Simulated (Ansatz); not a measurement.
**A hypothetical structure for Mg5ZrAlZn**

This structure for Mg5ZrAlZn is made up. Its elements were placed in a known structure type with a cell scaled to their sizes. What cell does the guess relax to, and how far off was it?

Calculated with Ansatz 0.2.0; DFT, PBE, plane-wave PAW, files of the set soft_1, scalar-relativistic, no spin, cell and ions relaxed at zero pressure; PAW set soft_1.

## Step 1: The starting structure

It takes space group Amm2 (No. 38, orthorhombic). Conventional cell: a = 4.916 Å, b = 6.116 Å, c = 11.133 Å, α = 90.00°, β = 90.00°, γ = 90.00°. Nearest to Zr lie 10 Mg at 3.00 to 3.25 Å and 2 Al at 3.06 Å. Zn has 2 Al at 3.04 Å and 10 Mg at 3.06 to 3.22 Å nearest. Nearest to Al lie 2 Zn at 3.04 Å and 8 Mg at 3.05 to 3.24 Å and 2 Zr at 3.06 Å. Nearest to Mg lie 2 Zr at 3.00 Å and 8 Mg at 3.05 to 3.19 Å and 2 Zn at 3.06 Å. Mg has 6 Mg at 3.04 to 3.19 Å and 2 Al at 3.05 Å and 2 Zr at 3.08 Å and 2 Zn at 3.13 to 3.22 Å nearest. Nearest to Mg lie 6 Mg at 2.99 to 3.13 Å and 2 Zn at 3.09 Å and 2 Zr at 3.10 to 3.25 Å and 2 Al at 3.11 to 3.24 Å. Farther neighbours are not listed.

## Step 2: Relaxing cell and atoms

The guess takes its coordinates from another compound and its volume from a rule, so the cell and any free coordinates are relaxed together.

The input, input.yaml:

```yaml
crystal:
  lattice:
    - [4.916, 0.0, 0.0]
    - [0.0, 3.058, 5.5665]
    - [0.0, -3.058, 5.5665]
  atoms:
    - { symbol: Zr, position: [0.5, 0.6774, 0.6774] }
    - { symbol: Zn, position: [0.0, 0.328, 0.328] }
    - { symbol: Al, position: [0.5, 0.1667, 0.1667] }
    - { symbol: Mg, position: [0.0, 0.8317, 0.8317] }
    - { symbol: Mg, position: [0.0, 0.3339, 0.8317] }
    - { symbol: Mg, position: [0.0, 0.8317, 0.3339] }
    - { symbol: Mg, position: [0.5, 0.1659, 0.6769] }
    - { symbol: Mg, position: [0.5, 0.6769, 0.1659] }
kpoints:
  mp_grid: { grid: [6, 5, 5] }
scf:
  occupations: { method: fermi_dirac, width: 0.05 }
hamiltonian:
  xc: pbe
  pseudopotentials: { kind: paw, azcp: { folder: soft_1 } }
relax:
  f_tol: 0.015
  max_steps: 70
  cell: {}
output:
  forces: true
  stress: true
```

The run is started by

```bash
$ ansatz run input.yaml --threads 4 --pin off --max-ram 10240MiB --backend cpu --events-out ev --progress --plain --runs-dir out
```

Numbers of over 12 decimals in the logs are rounded to 6 here.

Log:

```text
Engine: ansatz 0.2.0, aarch64-unknown-linux-gnu
Pseudopotentials: kind: paw
Pseudopotential: Zr, paw, valence charge 12, recommended cutoff 420 eV (normal), soft_1/Zr.paw.azcp
Pseudopotential: Zn, paw, valence charge 12, recommended cutoff 420 eV (normal), soft_1/Zn.paw.azcp
Pseudopotential: Al, paw, valence charge 3, recommended cutoff 420 eV (normal), soft_1/Al.paw.azcp
Pseudopotential: Mg, paw, valence charge 10, recommended cutoff 420 eV (normal), soft_1/Mg.paw.azcp
Functional definition: PBE
  parameter kappa = 0.804
  parameter beta = 0.066725
  exchange = pbe_x(kappa = kappa, mu = beta*pi^2/3)
  correlation = pbe_c(beta = beta)
Crystal: 8 atoms, lattice volume = 167.364 Å³
Basis set: ecut = 420 eV, 3297 PW (Γ), exchange–correlation on 72×90×90 points (8 copies of the dense FFT grid, shifted against one another)
Bands: 47, of which v1, the nominal top of the filled ones, is band 39 counted from 1 (38 counted from 0)
Symmetry: 4 space group operations
Space group: Amm2 (ITA 38), of the structure as read, at distance tolerance 5.5e-5 Å
k-points: 36 of 150 (time reversal used)
Non-local potential: Zr, projectors of the file, l = 0: 3, l = 1: 2, l = 2: 2, l = 3: 1
Non-local potential: Zn, projectors of the file, l = 0: 2, l = 1: 2, l = 2: 3, l = 3: 1
Non-local potential: Al, projectors of the file, l = 0: 2, l = 1: 2, l = 2: 1
Non-local potential: Mg, projectors of the file, l = 0: 3, l = 1: 2, l = 2: 1
PAW form: soft (Blöchl's): semilocal exchange-correlation on the pseudo side does not see the compensation charge
PAW one-centre angular grid: Zr, 590 points (default); XC on 64 Gauss nodes
PAW one-centre angular grid: Zn, 590 points (default); XC on 64 Gauss nodes
PAW one-centre angular grid: Al, 110 points (default); XC on 64 Gauss nodes
PAW one-centre angular grid: Mg, 110 points (default); XC on 64 Gauss nodes
Initial density: superposition of atomic densities (chi_scale 0.1, normalization cell, long waves kept (reshape's long-wave potential 0.01 eV rms))
Initial wavefunctions: pseudopotential atomic-orbital guess
Functional: x = pbe(κ = 0.804, μ = 0.219515), c = pbe(β = 0.066725)
SCF iter   1: F=—  HF=-17661.881976 eV  |F-HF|=—  |Δ(HF+E_count)|=         —  Δρ=6.38e-2  dr2=1.82e1  ethr=3.10e-3  ⟨swp⟩=7.6  Hψ=7367  notcnv=0  defer=1
preconditioner: auto → Kerker (q_TF=auto, 2.397 Å⁻¹)  [metal: Δε(μ)=0.011 eV  Ē_g=4.890 eV  σ=0.050 eV  W_gap=0.05  n_scr=40 (ndim 8)  ℏωp=15.5 eV  f_vac=0.000  D(μ)=4.37/eV (n_scr^D=26)]
SCF iter   2: F=—  HF=-17660.115180 eV  |F-HF|=—  |Δ(HF+E_count)|=    1.77e0  Δρ=2.63e-2  dr2=5.40e0  ethr=3.10e-3  ⟨swp⟩=2.9  Hψ=2844  notcnv=0  defer=40
SCF iter   3: F=—  HF=-17659.462924 eV  |F-HF|=—  |Δ(HF+E_count)|=   6.52e-1  Δρ=2.36e-2  dr2=9.56e-1  ethr=3.10e-3  ⟨swp⟩=2.8  Hψ=2793  notcnv=0  defer=37
SCF iter   4: F=—  HF=-17659.179275 eV  |F-HF|=—  |Δ(HF+E_count)|=   2.84e-1  Δρ=3.86e-3  dr2=5.30e-2  ethr=1.24e-3  ⟨swp⟩=2.3  Hψ=2449  notcnv=0  defer=37
SCF iter   5: F=—  HF=-17659.171227 eV  |F-HF|=—  |Δ(HF+E_count)|=   8.05e-3  Δρ=2.63e-3  dr2=9.57e-3  ethr=6.88e-5  ⟨swp⟩=2.8  Hψ=2809  notcnv=0  defer=35
SCF iter   6: F=—  HF=-17659.169877 eV  |F-HF|=—  |Δ(HF+E_count)|=   1.35e-3  Δρ=1.09e-3  dr2=1.54e-3  ethr=1.24e-5  ⟨swp⟩=2.0  Hψ=1969  notcnv=0  defer=35
SCF iter   7: F=—  HF=-17659.169478 eV  |F-HF|=—  |Δ(HF+E_count)|=   4.00e-4  Δρ=1.02e-4  dr2=1.58e-5  ethr=2.00e-6  ⟨swp⟩=2.0  Hψ=2074  notcnv=0  defer=35
SCF iter   8: F=—  HF=-17659.169417 eV  |F-HF|=—  |Δ(HF+E_count)|=   6.02e-5  Δρ=4.31e-5  dr2=3.65e-6  ethr=2.06e-8  ⟨swp⟩=2.0  Hψ=2298  notcnv=0  defer=35
SCF iter   9: F=—  HF=-17659.169417 eV  |F-HF|=—  |Δ(HF+E_count)|=   8.46e-7  Δρ=1.13e-5  dr2=1.91e-7  ethr=4.74e-9  ⟨swp⟩=2.0  Hψ=2180  notcnv=0  defer=35
SCF iter  10: F=-17659.169416 eV  HF=-17659.169416 eV  |F-HF|=6.74e-9  |Δ(HF+E_count)|=   3.12e-8  Δρ=2.51e-6  dr2=1.32e-8  ethr=1.30e-10  ⟨swp⟩=4.0  Hψ=5823  notcnv=0
SCF 1 converged in 10 iterations: F = -17659.169416 eV  dr2 = 1.32e-8
  greatest PAW one-centre occupation: 1.000 electrons in one spin orbital (limit 2), on the Mg atom at site 3 (counted from 0), in its partial waves of l = 0
relax step   1: F+E_penalty+E_count = -17659.16941646 eV  Δ(F+E_penalty+E_count) = +0.000e0 eV  max|allowed force component| = 4.290e-1 eV/Å  Δτ_max = 0.0000 Å  P = -0.033 GPa  Ω = 167.364 Å³  (10 SCF iters, dr2 threshold 1.00e-7 eV, accepted)
Crystal: 8 atoms, lattice volume = 166.538 Å³
Basis set: ecut = 420 eV, 3253 PW (Γ), exchange–correlation on 72×90×90 points (8 copies of the dense FFT grid, shifted against one another)
Initial density: handed on by an earlier stage of this run
Initial wavefunctions: those handed on with the density
iter 1 solved again at ethr=2.16e-4 eV; its pass at ethr=3.10e-3 eV (dr2=1.66e-1 eV) is discarded
SCF iter   1: F=—  HF=-17659.232151 eV  |F-HF|=—  |Δ(HF+E_count)|=         —  Δρ=5.07e-3  dr2=1.65e-1  ethr=2.16e-4  ⟨swp⟩=1.5  Hψ=8982  notcnv=0
preconditioner: auto → Kerker (q_TF=auto, 2.399 Å⁻¹)  [metal: Δε(μ)=0.023 eV  Ē_g=6.243 eV  σ=0.050 eV  W_gap=0.12  n_scr=40 (ndim 8)  ℏωp=15.5 eV  f_vac=0.000  D(μ)=3.06/eV (n_scr^D=20)]
SCF iter   2: F=—  HF=-17659.208156 eV  |F-HF|=—  |Δ(HF+E_count)|=   2.40e-2  Δρ=2.99e-3  dr2=6.32e-2  ethr=2.14e-4  ⟨swp⟩=2.0  Hψ=1912  notcnv=0
SCF iter   3: F=—  HF=-17659.193868 eV  |F-HF|=—  |Δ(HF+E_count)|=   1.43e-2  Δρ=1.56e-3  dr2=7.16e-3  ethr=8.21e-5  ⟨swp⟩=2.0  Hψ=2259  notcnv=0
SCF iter   4: F=—  HF=-17659.192175 eV  |F-HF|=—  |Δ(HF+E_count)|=   1.69e-3  Δρ=8.31e-4  dr2=8.65e-4  ethr=9.29e-6  ⟨swp⟩=2.0  Hψ=2276  notcnv=0
SCF iter   5: F=—  HF=-17659.191838 eV  |F-HF|=—  |Δ(HF+E_count)|=   3.37e-4  Δρ=2.28e-4  dr2=1.39e-4  ethr=1.12e-6  ⟨swp⟩=2.0  Hψ=2262  notcnv=0  defer=1
SCF iter   6: F=—  HF=-17659.191711 eV  |F-HF|=—  |Δ(HF+E_count)|=   1.27e-4  Δρ=7.69e-5  dr2=1.33e-5  ethr=1.81e-7  ⟨swp⟩=2.0  Hψ=2771  notcnv=0  defer=1
SCF iter   7: F=-17659.191707 eV  HF=-17659.191707 eV  |F-HF|=3.41e-7  |Δ(HF+E_count)|=   3.79e-6  Δρ=1.84e-5  dr2=4.94e-7  ethr=1.04e-9  ⟨swp⟩=3.9  Hψ=6914  notcnv=0
SCF 2 converged in 7 iterations: F = -17659.191707 eV  dr2 = 4.94e-7
relax step   2: F+E_penalty+E_count = -17659.19170715 eV  Δ(F+E_penalty+E_count) = -2.229e-2 eV  max|allowed force component| = 6.320e-1 eV/Å  Δτ_max = 0.1188 Å  P = +0.398 GPa  Ω = 166.538 Å³  energy of the carried Pulay correction = +1.056e-4 eV  (7 SCF iters, dr2 threshold 8.00e-7 eV, accepted)
Crystal: 8 atoms, lattice volume = 167.518 Å³
Basis set: ecut = 420 eV, 3289 PW (Γ), exchange–correlation on 72×90×90 points (8 copies of the dense FFT grid, shifted against one another)
iter 1 solved again at ethr=6.24e-5 eV; its pass at ethr=3.10e-3 eV (dr2=4.80e-2 eV) is discarded
SCF iter   1: F=—  HF=-17659.241123 eV  |F-HF|=—  |Δ(HF+E_count)|=         —  Δρ=2.66e-3  dr2=4.63e-2  ethr=6.24e-5  ⟨swp⟩=2.0  Hψ=7217  notcnv=0
preconditioner: auto → Kerker (q_TF=auto, 2.397 Å⁻¹)  [metal: Δε(μ)=0.042 eV  Ē_g=6.238 eV  σ=0.050 eV  W_gap=0.20  n_scr=40 (ndim 8)  ℏωp=15.4 eV  f_vac=0.000  D(μ)=3.44/eV (n_scr^D=20)]
SCF iter   2: F=—  HF=-17659.234598 eV  |F-HF|=—  |Δ(HF+E_count)|=   6.53e-3  Δρ=1.59e-3  dr2=1.89e-2  ethr=6.02e-5  ⟨swp⟩=1.0  Hψ=1692  notcnv=0
SCF iter   3: F=—  HF=-17659.230502 eV  |F-HF|=—  |Δ(HF+E_count)|=   4.10e-3  Δρ=8.12e-4  dr2=1.31e-3  ethr=2.46e-5  ⟨swp⟩=2.0  Hψ=2071  notcnv=0
SCF iter   4: F=—  HF=-17659.230105 eV  |F-HF|=—  |Δ(HF+E_count)|=   3.96e-4  Δρ=3.38e-4  dr2=1.52e-4  ethr=1.70e-6  ⟨swp⟩=2.0  Hψ=2225  notcnv=0
SCF iter   5: F=—  HF=-17659.229983 eV  |F-HF|=—  |Δ(HF+E_count)|=   1.22e-4  Δρ=1.04e-4  dr2=3.05e-5  ethr=1.97e-7  ⟨swp⟩=2.0  Hψ=1946  notcnv=0
SCF iter   6: F=—  HF=-17659.229973 eV  |F-HF|=—  |Δ(HF+E_count)|=   1.02e-5  Δρ=2.86e-5  dr2=2.50e-6  ethr=3.97e-8  ⟨swp⟩=2.0  Hψ=2251  notcnv=0
SCF iter   7: F=-17659.229972 eV  HF=-17659.229972 eV  |F-HF|=8.33e-8  |Δ(HF+E_count)|=   5.65e-7  Δρ=8.14e-6  dr2=1.13e-7  ethr=1.04e-9  ⟨swp⟩=4.2  Hψ=5888  notcnv=0
SCF 3 converged in 7 iterations: F = -17659.229972 eV  dr2 = 1.13e-7
relax step   3: F+E_penalty+E_count = -17659.22997211 eV  Δ(F+E_penalty+E_count) = -3.826e-2 eV  max|allowed force component| = 2.501e-2 eV/Å  Δτ_max = 0.0713 Å  P = -0.061 GPa  Ω = 167.518 Å³  energy of the carried Pulay correction = -1.960e-5 eV  (7 SCF iters, dr2 threshold 8.00e-7 eV, accepted)
Crystal: 8 atoms, lattice volume = 167.352 Å³
Basis set: ecut = 420 eV, 3285 PW (Γ), exchange–correlation on 72×90×90 points (8 copies of the dense FFT grid, shifted against one another)
iter 1 solved again at ethr=9.44e-8 eV; its pass at ethr=3.10e-3 eV (dr2=7.27e-5 eV) is discarded
SCF iter   1: F=—  HF=-17659.230291 eV  |F-HF|=—  |Δ(HF+E_count)|=         —  Δρ=1.25e-4  dr2=8.01e-5  ethr=9.44e-8  ⟨swp⟩=2.7  Hψ=7582  notcnv=0
preconditioner: auto → Kerker (q_TF=auto, 2.397 Å⁻¹)  [metal: Δε(μ)=0.002 eV  Ē_g=6.230 eV  σ=0.050 eV  W_gap=0.01  n_scr=40 (ndim 8)  ℏωp=15.5 eV  f_vac=0.000  D(μ)=3.37/eV (n_scr^D=20)]
SCF iter   2: F=—  HF=-17659.230196 eV  |F-HF|=—  |Δ(HF+E_count)|=   9.47e-5  Δρ=6.73e-5  dr2=2.32e-5  ethr=9.44e-8  ⟨swp⟩=2.0  Hψ=2141  notcnv=0
SCF iter   3: F=—  HF=-17659.230202 eV  |F-HF|=—  |Δ(HF+E_count)|=   5.83e-6  Δρ=5.07e-5  dr2=5.73e-6  ethr=3.01e-8  ⟨swp⟩=2.0  Hψ=2282  notcnv=0
SCF iter   4: F=—  HF=-17659.230200 eV  |F-HF|=—  |Δ(HF+E_count)|=   1.73e-6  Δρ=1.96e-5  dr2=5.75e-7  ethr=7.44e-9  ⟨swp⟩=2.0  Hψ=2262  notcnv=0
SCF iter   5: F=—  HF=-17659.230200 eV  |F-HF|=—  |Δ(HF+E_count)|=   1.40e-7  Δρ=5.57e-6  dr2=7.48e-8  ethr=7.47e-10  ⟨swp⟩=2.0  Hψ=2179  notcnv=0
SCF iter   6: F=-17659.230200 eV  HF=-17659.230200 eV  |F-HF|=1.30e-9  |Δ(HF+E_count)|=   2.28e-8  Δρ=1.29e-6  dr2=3.74e-9  ethr=6.56e-11  ⟨swp⟩=4.0  Hψ=5496  notcnv=0
SCF 4 converged in 6 iterations: F = -17659.230200 eV  dr2 = 3.74e-9
relax step   4: F+E_penalty+E_count = -17659.23019996 eV  Δ(F+E_penalty+E_count) = -2.279e-4 eV  max|allowed force component| = 8.283e-3 eV/Å  Δτ_max = 0.0045 Å  P = -0.008 GPa  Ω = 167.352 Å³  energy of the carried Pulay correction = +1.515e-6 eV  (6 SCF iters, dr2 threshold 5.05e-8 eV, accepted)
Initial wavefunctions: pseudopotential atomic-orbital guess (no wavefunctions were taken with the density)
iter 1 solved again at ethr=9.46e-7 eV; its pass at ethr=3.10e-3 eV (dr2=7.29e-4 eV) is discarded
SCF iter   1: F=—  HF=-17659.230095 eV  |F-HF|=—  |Δ(HF+E_count)|=         —  Δρ=1.61e-4  dr2=9.75e-7  ethr=9.46e-7  ⟨swp⟩=2.4  Hψ=11048  notcnv=0
eigensolver tolerance schedule: the retry pair's looser diagonalisation over-reported the residual by 746.05 of it (diagonalisation noise at 0.30 of the residual, at the tolerance the schedule requests for it); recorded, not acted on — ethr = c·dr2/N_el stays at c = 1.0e-1
preconditioner: auto → Kerker (q_TF=auto, 2.397 Å⁻¹)  [metal: Δε(μ)=0.000 eV  Ē_g=6.232 eV  σ=0.050 eV  W_gap=0.00  n_scr=40 (ndim 8)  ℏωp=15.5 eV  f_vac=0.000  D(μ)=3.37/eV (n_scr^D=20)]
SCF iter   2: F=—  HF=-17659.230149 eV  |F-HF|=—  |Δ(HF+E_count)|=   5.39e-5  Δρ=8.19e-5  dr2=2.55e-7  ethr=1.27e-9  ⟨swp⟩=2.3  Hψ=2482  notcnv=0
SCF iter   3: F=—  HF=-17659.230192 eV  |F-HF|=—  |Δ(HF+E_count)|=   4.30e-5  Δρ=1.59e-6  dr2=7.95e-9  ethr=3.31e-10  ⟨swp⟩=2.0  Hψ=2089  notcnv=0
SCF iter   4: F=—  HF=-17659.230192 eV  |F-HF|=—  |Δ(HF+E_count)|=  4.98e-10  Δρ=5.90e-7  dr2=7.43e-10  ethr=1.03e-11  ⟨swp⟩=2.0  Hψ=2460  notcnv=0
SCF iter   5: F=—  HF=-17659.230192 eV  |F-HF|=—  |Δ(HF+E_count)|=  1.13e-10  Δρ=3.92e-7  dr2=2.40e-10  ethr=1.00e-12  ⟨swp⟩=4.9  Hψ=6236  notcnv=0
SCF iter   6: F=-17659.230192 eV  HF=-17659.230192 eV  |F-HF|=4.37e-11  |Δ(HF+E_count)|=  1.46e-11  Δρ=1.55e-7  dr2=5.10e-11  ethr=1.00e-12  ⟨swp⟩=4.0  Hψ=5185  notcnv=0
SCF 5 converged in 6 iterations: F = -17659.230192 eV  dr2 = 5.10e-11
relax step   5: F+E_penalty+E_count = -17659.23019164 eV  Δ(F+E_penalty+E_count) = +8.317e-6 eV  max|allowed force component| = 8.308e-3 eV/Å  Δτ_max = 0.0000 Å  P = -0.008 GPa  Ω = 167.352 Å³  stress off target by 1.08e-2 GPa  SCF on the basis re-selected at this cell (its energy is not comparable with the rows above)  (6 SCF iters)
basis re-selected at this cell: Δ(F+E_penalty+E_count) = +8.317e-6 eV, ΔP = -0.000 GPa vs the last step (what re-selecting the basis moved, of the pressure what is left beyond the Pulay correction that the steps carried, after the strain that the cell walked since its last selection, with what the two solves' SCF thresholds leave and, on support functions, any second-order correction that the steps lacked; it is no m [...]
SCF converged after 6 iterations
Free energy (F): -17659.230192 eV
Harris-Foulkes:  -17659.230192 eV  (|F-HF|=4.37e-11)
Internal energy: -17659.200728 eV  (E = F + TS)
E sigma→0 (E₀):  -17659.215460 eV
Entropy (-TS):   -0.029464 eV (-3.683 meV/atom)
Fermi energy:    7.357067 eV
--- Per-component energies (eV) ---
  E_band       = -1839.524961
  E_kinetic    = 829.730777
  E_local      = -11327.537634  (includes V_loc(G=0)·N_el)
  E_nonlocal   = 1879.660872
  E_hartree    = 3969.978990
  E_xc         = -399.856109
  E_vxc        = -429.368164  (∫ρ·V_xc dr)
  E_paw        = -6834.231896  (= ΣΔE_a)
  E_vpaw       = -731.968070  (= ΣTr[D̂ρ^β])
  E_aug_tail   = -0.001026  (compensation charges beyond the density's cutoff)
  E_ewald      = -5776.944702
  E_smearing   = -0.029464  (= −TS)
  E_closure    = 0.000000  (closes the sum)
  Σ components = -17659.230192   (vs F -17659.230192, Δ=0.00e0)
--- Forces (eV/Å), atoms counted from 1 ---
  atom   1  Zr     0.00000000     0.00000000     0.00443163
  atom   2  Zn     0.00000000    -0.00000000     0.00020325
  atom   3  Al     0.00000000    -0.00000000     0.00830830
  atom   4  Mg     0.00000000    -0.00000000    -0.00088249
  atom   5  Mg     0.00000000     0.00160893    -0.00111692
  atom   6  Mg    -0.00000000    -0.00160893    -0.00111692
  atom   7  Mg     0.00000000     0.00110241    -0.00491283
  atom   8  Mg    -0.00000000    -0.00110241    -0.00491283
  max |Σ_I F_I| component: 1.20e-6 eV/Å
--- Stress (GPa, compression-positive) ---
       -0.005811      -0.000000       0.000000
       -0.000000      -0.010843      -0.000000
        0.000000      -0.000000      -0.007831
  P = ⅓ Tr σ = -0.0082 GPa (-0.082 kbar)
--- Relaxed structure (4 steps of the walk, 4 accepted, 1 SCFs on fresh bases) ---
  F+E_penalty+E_count = -17659.23019164 eV   max|allowed force component| = 8.308e-3 eV/Å   (the final SCF, on the basis selected at the relaxed cell)
  cell:  # Å, volume = 167.3519 Å³
    - [4.969274, -1.4437002132100963e-19, 0]
    - [0, 3.026479, 5.563783]
    - [0, -3.026479, 5.563783]
  atoms:
    - { symbol: Zr, position: [0.5, 0.673140, 0.673140] }
    - { symbol: Zn, position: [0, 0.328784, 0.328784] }
    - { symbol: Al, position: [0.5, 0.171055, 0.171055] }
    - { symbol: Mg, position: [0, 0.830937, 0.830937] }
    - { symbol: Mg, position: [0, 0.336344, 0.832826] }
    - { symbol: Mg, position: [0, 0.832826, 0.336344] }
    - { symbol: Mg, position: [0.5, 0.173743, 0.665371] }
    - { symbol: Mg, position: [0.5, 0.665371, 0.173743] }
```

The job ended after 24 s (4 threads of Arm Neoverse V2, shared host; peak memory 0.61 GiB; 94 s of CPU time).

Step by step:

```csv
step,energy less that of the first step (eV),largest force component (eV/Å),pressure (GPa),volume (Å³)
1,0.0000,0.4290,-0.03,167.36
2,-0.0223,0.6320,0.40,166.54
3,-0.0606,0.0250,-0.06,167.52
4,-0.0608,0.0083,-0.01,167.35
5*,-0.0608,0.0083,-0.01,167.35
```

Relaxation steps marked * repeat the geometry before them on a plane-wave basis chosen anew for their cell, so energy and pressure can jump there.

Forces are held to the 4 operations that the run works with; a distortion that breaks them can't arise in this run.

| conventional cell, symmetrised | before | after | change |
| --- | --- | --- | --- |
| a (Å) | 4.916 | 4.969 | +1.1 % |
| b (Å) | 6.116 | 6.053 | -1.0 % |
| c (Å) | 11.133 | 11.128 | -0.0 % |
| volume (Å³/atom) | 20.92 | 20.92 | -0.0 % |

The atoms that moved most (Å, as changes of fractional coordinates times the final cell):

```
atom     dx      dy      dz  length
 Mg7  0.000   0.059  -0.021   0.062
 Mg8  0.000  -0.059  -0.021   0.062
 Al3  0.000   0.000   0.048   0.048
 Zr1  0.000   0.000  -0.047   0.047
 Mg6  0.000  -0.004   0.020   0.020
 Mg5  0.000   0.004   0.020   0.020
 Zn2  0.000   0.000   0.009   0.009
 Mg4  0.000   0.000  -0.008   0.008
```

Final coordinates:

```
Zr Zn Al Mg
1.0
     4.96927    0.00000    0.00000
     0.00000    3.02648    5.56378
     0.00000   -3.02648    5.56378
Zr Zn Al Mg
1 1 1 5
Direct
  0.50000 0.67314 0.67314
  0.00000 0.32878 0.32878
  0.50000 0.17105 0.17105
  0.00000 0.83094 0.83094
  0.00000 0.33634 0.83283
  0.00000 0.83283 0.33634
  0.50000 0.17374 0.66537
  0.50000 0.66537 0.17374
```

This step gave:

```
free energy             : -17659.2302 eV
energy at zero smearing : -17659.2155 eV
smearing term TS        : 0.02946 eV
Fermi energy            : 7.357 eV
electrons               : 77
symmetry operations     : 4
pressure                : -0.008161 GPa
```

Shortest distances by pair of elements, guess and relaxed (not always the same contact):

```csv
pair,guess (Å),relaxed (Å)
Mg–Mg,2.991,2.976
Al–Zr,3.060,3.027
Mg–Zn,3.058,3.027
Al–Zn,3.044,3.042
Mg–Zr,2.999,3.042
```

The relaxation ends with a largest force component of 0.0083 eV/Å and a pressure of -0.01 GPa.

## Step 3: Outcome

| Item | Value |
| --- | --- |
| space group, relaxed | Amm2 |
| conventional cell | a = 4.969, b = 6.053, c = 11.128 Å; α = 90.0°, β = 90.0°, γ = 90.0° |
| volume per atom | 20.92 Å³ (guess 20.92) |

Mg5ZrAlZn relaxes to Amm2 with a = 4.969, b = 6.053 and c = 11.128 Å. The guessed volume was near the relaxed one. The space group Amm2 was held in the relaxation, so the end point is a stationary structure within it and may be a saddle against distortions or other arrangements. Mesh and cutoff weren't tested. No dispersion term is used, so weakly bound directions may come out too long. Nothing here tests whether the compound is stable against decomposition.

[Logs are printed without paths, hosts, clocks, repeated set-up lines and the standing remarks that a program may print on its own settings, such as how far it seeks lower states.]

[Hosts, paths, dates, database ids (printed as entryN), source tags and the programs' standing remarks are cut or masked in the printed files.]
